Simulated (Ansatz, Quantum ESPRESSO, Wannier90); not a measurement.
# Conductance channels of monatomic chains, Ir to Bi

How many channels does a perfect straight chain of each element offer at the Fermi level, and does a small Wannier model count them right?

How it was computed: Quantum ESPRESSO 7.5 and Wannier90 3.1.0 (bulk transport from the Wannier Hamiltonian), beside layer matching in Ansatz 0.2.0. One atom a period, no spin polarisation, no spin-orbit coupling. Channels are per spin; each carries G₀ = 2e²/h with its partner of the other spin.

Results:

```tsv
element	spacing (Å)	level	Wannier functions	mean spread (Å²)	band misfit (eV)	channels, Wannier	channels, Ansatz	resistance (kΩ)
Ir	2.30	PBE, GBRV ultrasoft	9	1.12	0.006	6	6	2.15
Pt	2.59	PBE, GBRV ultrasoft	9	1.32	0.011	4	4	3.23
Au	2.42	PBE, GBRV ultrasoft	6	1.10	0.029	3	3	4.30
Pb	3.13	LDA, GBRV ultrasoft	4	2.36	0.007	3	3	4.30
Bi	2.90	PBE, GBRV ultrasoft	4	5.28	0.045	4	3	-
```

**Answer.** By the Wannier models the count runs from 3 (Au and Pb) to 6 (Ir). The two methods agree on 4 of 5 chains; on Bi they differ, and neither count is shown to be right. The models follow the plane-wave bands within 0.045 eV in the frozen window. By hand, 6 channels give 12.906/6 = 2.15 kΩ.

**Limits.** Real chains may buckle, dimerise or become magnetic, which changes the count, and so can spin-orbit coupling for the heavy elements. The count also hangs on the spacing, which differs between rows: compression can bring d bands up to the Fermi level. Of 99 straight chains run, each element is listed once, in this or a sister table, where the model held and no band edge lay within 0.15 eV of the level.

[Logs are printed without paths, hosts, clocks, repeated set-up lines and the standing remarks that a program may print on its own settings, such as how far it seeks lower states.]
